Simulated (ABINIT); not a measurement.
# KSnH3 (Pm-3m): phonons by linear response

How does KSnH3 (Pm-3m) vibrate, and is this structure a minimum?

Calculated with ABINIT 10.8.3; DFT PBEsol, scalar-relativistic, plane waves, PseudoDojo norm-conserving pseudopotentials.

The structure was built from a prototype and need not be the compound's stable phase.

### 1. Set-up

The structure is cubic, space group Pm-3m (No. 221). Conventional cell: a = 4.802 Å, b = 4.802 Å, c = 4.802 Å, α = 90.00°, β = 90.00°, γ = 90.00°. Nearest to K lie 12 H at 3.40 Å. Nearest to Sn lie 6 H at 2.40 Å. H has 2 Sn at 2.40 Å nearest. Farther neighbours are not listed.

### 2. A probe with smearing

A first run with smearing and empty bands tells whether the crystal has a gap, which decides between fixed occupations and smearing later on.

probe.abi reads:

```
# ground state
tolvrs 1.0d-08
prtden 1
prtwf 1

# basis, mesh and filling
ecut 33.0
ngkpt 4 4 4
nshiftk 1
shiftk 0.0 0.0 0.0
istwfk *1
occopt 7
tsmear 0.005
nband 20
nstep 100
diemac 9.0
prtebands 0
prtgsr 0
useylm 1

# cell and atoms
acell 3*1.0 Angstrom
rprim 
    4.802 0.0 0.0
    0.0 4.802 0.0
    0.0 0.0 4.802
ntypat 3
znucl 19 50 1
natom 5
typat 1 2 3 3 3
xred 
    0.0 0.0 0.0
    0.5 0.5 0.5
    0.5 0.5 0.0
    0.5 0.0 0.5
    0.0 0.5 0.5
pp_dirpath "./pseudo"
pseudos "K.upf, Sn.upf, H.upf"
```

Started as:

```sh
> OMP_NUM_THREADS=1 mpirun -n 4 abinit probe.abi > probe.log
```

Numbers of over 12 decimals in the logs are rounded to 6 here.

probe.abo, the main output file:

```text
[banners, grids, parts of the stress and lines that vanish by symmetry left out]
- input  file    -> probe.abi
- output file    -> probe.abo
- root for input  files -> probei
[...]
Symmetries : space group Pm -3 m (#221); Bravais cP (primitive cubic)
[...]
mpw =        6816          nfft =      110592          nkpt =          10
[...]
== DATASET  1 ==================================================================
[...]
cutoff_energies: {ecut:  33.0, pawecutdg:  -1.0, }
[...]
ETOT  1  -110.03871323316    -1.100E+02 4.666E-01 1.016E+02
 ETOT  2  -110.30222072461    -2.635E-01 2.251E-02 2.115E+01
 ETOT  3  -110.30462106986    -2.400E-03 1.652E-03 2.534E+00
 ETOT  4  -110.30472723091    -1.062E-04 1.894E-03 7.858E-02
 ETOT  5  -110.30473079781    -3.567E-06 7.147E-04 1.597E-02
[...]
ETOT  9  -110.30473168245    -2.325E-10 2.274E-04 3.201E-08
 ETOT 10  -110.30473168247    -1.401E-11 3.791E-04 5.171E-10
 At SCF step   10       vres2   =  5.17E-10 < tolvrs=  1.00E-08 =>converged.
[...]
sigma(1 1)=  1.65590436E-04  sigma(3 2)=  0.00000000E+00
  sigma(2 2)=  1.65590436E-04  sigma(3 1)=  0.00000000E+00
  sigma(3 3)=  1.65590436E-04  sigma(2 1)=  0.00000000E+00
[...]
convergence: {deltae: -1.401E-11, res2:  5.171E-10, residm:  3.791E-04, diffor: null, }
etotal    :  -1.10304732E+02
[...]
sigma(1 1)=  1.65590436E-04  sigma(3 2)=  0.00000000E+00
  sigma(2 2)=  1.65590436E-04  sigma(3 1)=  0.00000000E+00
  sigma(3 3)=  1.65590436E-04  sigma(2 1)=  0.00000000E+00
[...]
- sigma(1 1)=  4.87183883E+00  sigma(3 2)=  0.00000000E+00
- sigma(2 2)=  4.87183883E+00  sigma(3 1)=  0.00000000E+00
- sigma(3 3)=  4.87183883E+00  sigma(2 1)=  0.00000000E+00
[...]
fcart     -0.0000000000E+00 -0.0000000000E+00 -0.0000000000E+00
           strten      1.6559043626E-04  1.6559043626E-04  1.6559043626E-04
================================================================================

[key lines of the parts left out:]
pressure_GPa:  -4.8718E+00
```

It took 23 s on 4 MPI ranks of Intel Xeon Platinum 8488C (Sapphire Rapids), shared host; 84 s of CPU time.

This step gave:

* volume per atom: 22.15 Å³
* pressure: -4.872 GPa
* gap on the k-mesh: 0 eV

No gap opens on this mesh, so smearing is kept; the printed pressure holds the stress of the finite basis too.

### 3. Rough relaxation

The typed start is rough, so a first relaxation with smearing and loose thresholds takes it towards rest cheaply.

prerelax.abi reads:

```
# relaxation
ionmov 2
optcell 2
dilatmx 1.15
chkdilatmx 0
ntime 40
tolmxf 3.0d-04
tolvrs 1.0d-10
prtwf 0
prtden 0
chksymtnons 0

# basis, mesh and filling
ecut 33.0
ecutsm 3.0
ngkpt 4 4 4
nshiftk 1
shiftk 0.0 0.0 0.0
istwfk *1
occopt 7
tsmear 0.005
nband 20
nstep 100
diemac 1000000.0
prtebands 0
prtgsr 0
useylm 1

# cell and atoms
acell 3*1.0 Angstrom
rprim 
    4.802 0.0 0.0
    0.0 4.802 0.0
    0.0 0.0 4.802
ntypat 3
znucl 19 50 1
natom 5
typat 1 2 3 3 3
xred 
    0.0 0.0 0.0
    0.5 0.5 0.5
    0.5 0.5 0.0
    0.5 0.0 0.5
    0.0 0.5 0.5
pp_dirpath "./pseudo"
pseudos "K.upf, Sn.upf, H.upf"
```

Started as:

```sh
> OMP_NUM_THREADS=1 mpirun -n 4 abinit prerelax.abi > prerelax.log
```

prerelax.abo, the main output file:

```text
[banners, grids, parts of the stress and lines that vanish by symmetry left out]
- input  file    -> prerelax.abi
- output file    -> prerelax.abo
- root for input  files -> prerelaxi
[...]
Symmetries : space group Pm -3 m (#221); Bravais cP (primitive cubic)
[...]
mpw =       10395          nfft =      157464          nkpt =          10
[...]
== DATASET  1 ==================================================================
[...]
cutoff_energies: {ecut:  33.0, pawecutdg:  -1.0, }
[...]
ETOT  1  -109.98217999573    -1.100E+02 4.966E-01 1.435E+02
 ETOT  2  -110.30227648606    -3.201E-01 4.505E-02 2.571E+01
 ETOT  3  -110.30397738344    -1.701E-03 2.167E-03 5.203E+00
 ETOT  4  -110.30411006307    -1.327E-04 1.700E-03 4.776E-01
 ETOT  5  -110.30412576002    -1.570E-05 5.126E-04 7.034E-02
[...]
At SCF step   11       vres2   =  6.32E-11 < tolvrs=  1.00E-10 =>converged.
[...]
ETOT 10  -110.32585811214     4.007E-12 5.527E-06 3.222E-12
 At SCF step   10       vres2   =  3.22E-12 < tolvrs=  1.00E-10 =>converged.
[...]
sigma(1 1)= -8.83177117E-07  sigma(3 2)=  0.00000000E+00
  sigma(2 2)= -8.83177117E-07  sigma(3 1)=  0.00000000E+00
  sigma(3 3)= -8.83177117E-07  sigma(2 1)=  0.00000000E+00
[...]
convergence: {deltae:  4.007E-12, res2:  3.222E-12, residm:  5.527E-06, diffor: null, }
etotal    :  -1.10325858E+02
[...]
At Broyd/MD step   6, gradients are converged :
[...]
sigma(1 1)= -8.83177117E-07  sigma(3 2)=  0.00000000E+00
  sigma(2 2)= -8.83177117E-07  sigma(3 1)=  0.00000000E+00
  sigma(3 3)= -8.83177117E-07  sigma(2 1)=  0.00000000E+00
[...]
- sigma(1 1)= -2.59839679E-02  sigma(3 2)=  0.00000000E+00
- sigma(2 2)= -2.59839679E-02  sigma(3 1)=  0.00000000E+00
- sigma(3 3)= -2.59839679E-02  sigma(2 1)=  0.00000000E+00
[...]
fcart     -0.0000000000E+00 -0.0000000000E+00 -0.0000000000E+00
           strten     -8.8317711653E-07 -8.8317711653E-07 -8.8317711654E-07
================================================================================

[key lines of the parts left out:]
pressure_GPa:   2.5984E-02
Total energy (etotal) [Ha]= -1.10325858112144E+02
```

The job ended after 3.9 min (4 MPI ranks; 12 min of CPU time).

Step by step:

```csv
step,energy less that of the first step (eV),largest force (eV/Å),volume (Å³)
1,0.0000,0.0000,110.73
2,-0.0456,0.0000,109.15
3,-0.1676,0.0000,64.75
4,-0.5501,0.0000,86.77
5,-0.5909,0.0000,81.30
6,-0.5913,0.0000,80.68
```

```
conventional cell, symmetrised  before  after   change
                         a (Å)   4.802  4.321  -10.0 %
                         b (Å)   4.802  4.321  -10.0 %
                         c (Å)   4.802  4.321  -10.0 %
              volume (Å³/atom)   22.15  16.14  -27.1 %
```

The relaxed structure:

```cif
data_structure
_symmetry_space_group_name_H-M 'P 1'
_symmetry_Int_Tables_number 1
_cell_length_a 4.3210
_cell_length_b 4.3210
_cell_length_c 4.3210
_cell_angle_alpha 90.000
_cell_angle_beta 90.000
_cell_angle_gamma 90.000
_cell_volume 80.68
loop_
_atom_site_label
_atom_site_type_symbol
_atom_site_fract_x
_atom_site_fract_y
_atom_site_fract_z
_atom_site_occupancy
K1 K 0.00000 0.00000 0.00000 1
Sn2 Sn 0.50000 0.50000 0.50000 1
H3 H 0.50000 0.50000 0.00000 1
H4 H 0.50000 0.00000 0.50000 1
H5 H 0.00000 0.50000 0.50000 1
```

Read from the output:

```yaml
volume_per_atom: 16.14 Å³
pressure: 0.02598 GPa
```

The volume changes by -27.1 % in this run and stands -27.1 % from the first cell.

### 4. Rough relaxation

The cell changed much, so the rough relaxation is repeated on a basis made for the new cell.

Changes to prerelax.abi since step 3:

```diff
@@ -31,5 +31,5 @@
 rprim 
-    4.802 0.0 0.0
-    0.0 4.802 0.0
-    0.0 0.0 4.802
+    4.321023177 0.0 0.0
+    0.0 4.321023177 0.0
+    0.0 0.0 4.321023177
 ntypat 3
```

prerelax.abo, the main output file:

```text
[banners, grids, parts of the stress and lines that vanish by symmetry left out]
- input  file    -> prerelax.abi
- output file    -> prerelax.abo
- root for input  files -> prerelaxi
[...]
Symmetries : space group Pm -3 m (#221); Bravais cP (primitive cubic)
[...]
mpw =        7568          nfft =      125000          nkpt =          10
[...]
== DATASET  1 ==================================================================
[...]
cutoff_energies: {ecut:  33.0, pawecutdg:  -1.0, }
[...]
ETOT  1  -110.15270138276    -1.102E+02 2.880E-01 1.366E+02
 ETOT  2  -110.32479028460    -1.721E-01 4.180E-03 1.749E+01
 ETOT  3  -110.32575418357    -9.639E-04 5.584E-03 2.531E+00
 ETOT  4  -110.32584729988    -9.312E-05 2.722E-03 1.658E-01
 ETOT  5  -110.32585746331    -1.016E-05 1.662E-03 9.522E-03
[...]
ETOT  9  -110.32585806512    -7.481E-11 3.771E-04 1.737E-08
 ETOT 10  -110.32585806513    -9.109E-12 2.844E-04 6.373E-11
 At SCF step   10       vres2   =  6.37E-11 < tolvrs=  1.00E-10 =>converged.
[...]
sigma(1 1)= -8.82248838E-07  sigma(3 2)=  0.00000000E+00
  sigma(2 2)= -8.82248838E-07  sigma(3 1)=  0.00000000E+00
  sigma(3 3)= -8.82248838E-07  sigma(2 1)=  0.00000000E+00
[...]
convergence: {deltae: -9.109E-12, res2:  6.373E-11, residm:  2.844E-04, diffor: null, }
etotal    :  -1.10325858E+02
[...]
At Broyd/MD step   1, gradients are converged :
[...]
sigma(1 1)= -8.82248838E-07  sigma(3 2)=  0.00000000E+00
  sigma(2 2)= -8.82248838E-07  sigma(3 1)=  0.00000000E+00
  sigma(3 3)= -8.82248838E-07  sigma(2 1)=  0.00000000E+00
[...]
- sigma(1 1)= -2.59566570E-02  sigma(3 2)=  0.00000000E+00
- sigma(2 2)= -2.59566570E-02  sigma(3 1)=  0.00000000E+00
- sigma(3 3)= -2.59566570E-02  sigma(2 1)=  0.00000000E+00
[...]
fcart     -0.0000000000E+00 -0.0000000000E+00 -0.0000000000E+00
           strten     -8.8224883833E-07 -8.8224883833E-07 -8.8224883833E-07
================================================================================

[key lines of the parts left out:]
pressure_GPa:   2.5957E-02
Total energy (etotal) [Ha]= -1.10325858065126E+02
```

Run time: 45 s. Hardware: 4 MPI ranks; 1.7 min of CPU time.

Little changed from the start: no atom moved by 0.005 Å and no cell edge by 0.1 %.

Read from the output:

- pressure: 0.02596 GPa

The volume changes by +0.0 % in this run and stands -27.1 % from the first cell.

### 5. Relaxing the cell and atoms

The harmonic expansion needs vanishing forces, and a free crystal bears no stress, so cell and atoms are brought to rest. Stress is more sensitive to the basis than forces are: the last 3 Ha under the cutoff are smoothed with ecutsm, and the cutoff is raised above that of the later runs.

relax.abi reads:

```
# relaxation
ionmov 2
optcell 2
dilatmx 1.08
ntime 40
tolmxf 1.0d-05
tolvrs 1.0d-14
prtwf 0
prtden 0
chksymtnons 0

# basis, mesh and filling
ecut 41.0
ecutsm 3.0
ngkpt 6 6 6
nshiftk 1
shiftk 0.0 0.0 0.0
istwfk *1
occopt 3
tsmear 0.01
nband 20
nstep 100
diemac 1000000.0
prtebands 0
prtgsr 0
useylm 1

# cell and atoms
acell 3*1.0 Angstrom
rprim 
    4.32102318 0.0 0.0
    0.0 4.32102318 0.0
    0.0 0.0 4.32102318
ntypat 3
znucl 19 50 1
natom 5
typat 1 2 3 3 3
xred 
    0.0 0.0 0.0
    0.5 0.5 0.5
    0.5 0.5 0.0
    0.5 0.0 0.5
    0.0 0.5 0.5
pp_dirpath "./pseudo"
pseudos "K.upf, Sn.upf, H.upf"
```

Started as:

```sh
> OMP_NUM_THREADS=1 mpirun -n 4 abinit relax.abi > relax.log
```

relax.abo, the main output file:

```text
[banners, grids, parts of the stress and lines that vanish by symmetry left out]
- input  file    -> relax.abi
- output file    -> relax.abo
- root for input  files -> relaxi
[...]
Symmetries : space group Pm -3 m (#221); Bravais cP (primitive cubic)
[...]
mpw =        8642          nfft =      157464          nkpt =          20
[...]
== DATASET  1 ==================================================================
[...]
cutoff_energies: {ecut:  41.0, pawecutdg:  -1.0, }
[...]
ETOT  1  -110.12142175648    -1.101E+02 2.733E-01 1.469E+02
 ETOT  2  -110.33973752878    -2.183E-01 2.465E-02 2.578E+01
 ETOT  3  -110.34122071077    -1.483E-03 3.105E-03 4.228E+00
 ETOT  4  -110.34136454695    -1.438E-04 6.720E-03 2.640E-01
 ETOT  5  -110.34137674812    -1.220E-05 7.968E-04 1.606E-02
[...]
At SCF step   14       vres2   =  4.71E-17 < tolvrs=  1.00E-14 =>converged.
[...]
sigma(1 1)=  2.36969870E-05  sigma(3 2)=  0.00000000E+00
  sigma(2 2)=  2.36969870E-05  sigma(3 1)=  0.00000000E+00
  sigma(3 3)=  2.36969870E-05  sigma(2 1)=  0.00000000E+00
[...]
convergence: {deltae: -3.539E-12, res2:  4.709E-17, residm:  1.843E-04, diffor: null, }
etotal    :  -1.10341378E+02
[...]
ETOT  1  -110.34133300972    -1.103E+02 2.641E-03 9.990E-01
[...]
At SCF step   11       vres2   =  3.11E-15 < tolvrs=  1.00E-14 =>converged.
[...]
sigma(1 1)=  2.16177150E-05  sigma(3 2)=  0.00000000E+00
  sigma(2 2)=  2.16177150E-05  sigma(3 1)=  0.00000000E+00
  sigma(3 3)=  2.16177150E-05  sigma(2 1)=  0.00000000E+00
[...]
convergence: {deltae:  6.821E-13, res2:  3.108E-15, residm:  3.892E-05, diffor: null, }
etotal    :  -1.10341404E+02
[...]
ETOT  1  -110.33437169659    -1.103E+02 1.947E+00 1.019E+02
[...]
At SCF step   12       vres2   =  4.02E-15 < tolvrs=  1.00E-14 =>converged.
[...]
sigma(1 1)= -6.09093957E-07  sigma(3 2)=  0.00000000E+00
  sigma(2 2)= -6.09093957E-07  sigma(3 1)=  0.00000000E+00
  sigma(3 3)= -6.09093957E-07  sigma(2 1)=  0.00000000E+00
[...]
convergence: {deltae:  5.542E-13, res2:  4.015E-15, residm:  6.234E-03, diffor: null, }
etotal    :  -1.10341529E+02
[...]
ETOT  1  -110.34152370705    -1.103E+02 3.032E-03 7.480E-02
[...]
ETOT  9  -110.34152894335    -2.700E-13 2.764E-04 1.555E-13
 ETOT 10  -110.34152894335     2.430E-12 3.485E-04 9.869E-16
 At SCF step   10       vres2   =  9.87E-16 < tolvrs=  1.00E-14 =>converged.
[...]
sigma(1 1)=  1.46621532E-08  sigma(3 2)=  0.00000000E+00
  sigma(2 2)=  1.46621532E-08  sigma(3 1)=  0.00000000E+00
  sigma(3 3)=  1.46621532E-08  sigma(2 1)=  0.00000000E+00
[...]
convergence: {deltae:  2.430E-12, res2:  9.869E-16, residm:  3.485E-04, diffor: null, }
etotal    :  -1.10341529E+02
[...]
At Broyd/MD step   4, gradients are converged :
[...]
sigma(1 1)=  1.46621532E-08  sigma(3 2)=  0.00000000E+00
  sigma(2 2)=  1.46621532E-08  sigma(3 1)=  0.00000000E+00
  sigma(3 3)=  1.46621532E-08  sigma(2 1)=  0.00000000E+00
[...]
- sigma(1 1)=  4.31375441E-04  sigma(3 2)=  0.00000000E+00
- sigma(2 2)=  4.31375441E-04  sigma(3 1)=  0.00000000E+00
- sigma(3 3)=  4.31375441E-04  sigma(2 1)=  0.00000000E+00
[...]
fcart     -0.0000000000E+00 -0.0000000000E+00 -0.0000000000E+00
           strten      1.4662153225E-08  1.4662153223E-08  1.4662153221E-08
================================================================================

[key lines of the parts left out:]
pressure_GPa:  -4.3138E-04
Total energy (etotal) [Ha]= -1.10341528943352E+02
```

The job ended after 3.5 min (4 MPI ranks; 12 min of CPU time).

The steps of the relaxation:

```csv
step,energy less that of the first step (eV),largest force (eV/Å),volume (Å³)
1,0.0000,0.0000,80.68
2,-0.0007,0.0000,80.51
3,-0.0041,0.0000,78.78
4,-0.0041,0.0000,78.82
```

```
conventional cell, symmetrised  before  after  change
                         a (Å)   4.321  4.288  -0.8 %
                         b (Å)   4.321  4.288  -0.8 %
                         c (Å)   4.321  4.288  -0.8 %
              volume (Å³/atom)   16.14  15.76  -2.3 %
```

Final coordinates:

```xyz
5
Lattice="4.2876 0.0000 0.0000 0.0000 4.2876 0.0000 0.0000 0.0000 4.2876" Properties=species:S:1:pos:R:3 pbc="T T T"
K     0.0000    0.0000    0.0000
Sn    2.1438    2.1438    2.1438
H     2.1438    2.1438    0.0000
H     2.1438    0.0000    2.1438
H     0.0000    2.1438    2.1438
```

Read from the output:

* volume per atom: 15.76 Å³
* pressure: -4.31e-4 GPa

The volume changes by -2.3 % in this run and stands -28.8 % from the first cell.

### 6. Self-consistent run for the response

First-order wavefunctions inherit every error of the ground state, hence the very tight tolvrs. Smearing stays on, as the first look found no gap above 0.3 eV.

gs.abi reads:

```
# ground state
tolvrs 1.0d-16
prtden 1
prtwf 1

# basis, mesh and filling
ecut 33.0
ngkpt 6 6 6
nshiftk 1
shiftk 0.0 0.0 0.0
istwfk *1
occopt 3
tsmear 0.01
nband 20
nstep 100
diemac 1000000.0
prtebands 0
prtgsr 0
useylm 1

# cell and atoms
acell 3*1.0 Angstrom
rprim 
    4.287609362 0.0 0.0
    0.0 4.287609362 0.0
    0.0 0.0 4.287609362
ntypat 3
znucl 19 50 1
natom 5
typat 1 2 3 3 3
xred 
    0.0 0.0 0.0
    0.5 0.5 0.5
    0.5 0.5 0.0
    0.5 0.0 0.5
    0.0 0.5 0.5
pp_dirpath "./pseudo"
pseudos "K.upf, Sn.upf, H.upf"
```

Started as:

```sh
> OMP_NUM_THREADS=1 mpirun -n 4 abinit gs.abi > gs.log
```

gs.abo, the main output file:

```text
[banners, grids, parts of the stress and lines that vanish by symmetry left out]
- input  file    -> gs.abi
- output file    -> gs.abo
- root for input  files -> gsi
[...]
Symmetries : space group Pm -3 m (#221); Bravais cP (primitive cubic)
[...]
mpw =        4837          nfft =       91125          nkpt =          20
[...]
== DATASET  1 ==================================================================
[...]
cutoff_energies: {ecut:  33.0, pawecutdg:  -1.0, }
[...]
ETOT  1  -110.20232430500    -1.102E+02 3.483E-01 1.035E+02
 ETOT  2  -110.34011332782    -1.378E-01 1.141E-02 9.907E+00
 ETOT  3  -110.34111409297    -1.001E-03 3.978E-03 1.775E+00
 ETOT  4  -110.34122406174    -1.100E-04 1.490E-03 8.262E-02
 ETOT  5  -110.34123151195    -7.450E-06 1.358E-03 6.157E-03
[...]
ETOT 13  -110.34123202531    -3.368E-12 1.677E-04 4.736E-15
 ETOT 14  -110.34123202532    -3.809E-12 3.208E-04 9.870E-17
 At SCF step   14       vres2   =  9.87E-17 < tolvrs=  1.00E-16 =>converged.
[...]
sigma(1 1)=  9.67369852E-06  sigma(3 2)=  0.00000000E+00
  sigma(2 2)=  9.67369852E-06  sigma(3 1)=  0.00000000E+00
  sigma(3 3)=  9.67369852E-06  sigma(2 1)=  0.00000000E+00
[...]
convergence: {deltae: -3.809E-12, res2:  9.870E-17, residm:  3.208E-04, diffor: null, }
etotal    :  -1.10341232E+02
[...]
sigma(1 1)=  9.67369852E-06  sigma(3 2)=  0.00000000E+00
  sigma(2 2)=  9.67369852E-06  sigma(3 1)=  0.00000000E+00
  sigma(3 3)=  9.67369852E-06  sigma(2 1)=  0.00000000E+00
[...]
- sigma(1 1)=  2.84610037E-01  sigma(3 2)=  0.00000000E+00
- sigma(2 2)=  2.84610037E-01  sigma(3 1)=  0.00000000E+00
- sigma(3 3)=  2.84610037E-01  sigma(2 1)=  0.00000000E+00
[...]
fcart     -0.0000000000E+00 -0.0000000000E+00 -0.0000000000E+00
           strten      9.6736985225E-06  9.6736985225E-06  9.6736985225E-06
================================================================================

[key lines of the parts left out:]
pressure_GPa:  -2.8461E-01
```

The job ended after 27 s (4 MPI ranks; 1.8 min of CPU time).

Read from the output:

| Quantity | Value |
| --- | --- |
| pressure | -0.2846 GPa |

The cell stands at -0.28 GPa: the relaxation ran with a smoothed and higher cutoff, and the difference is a stress of the finite basis.

(Continued in part 2 of 5.)

[Host names and launcher messages were left out of these logs when they were recorded.]

[Logs are printed without paths, hosts, clocks, repeated set-up lines and the standing remarks that a program may print on its own settings, such as how far it seeks lower states.]

[Hosts, paths, dates, database ids (printed as entryN), source tags and the programs' standing remarks are cut or masked in the printed files.]
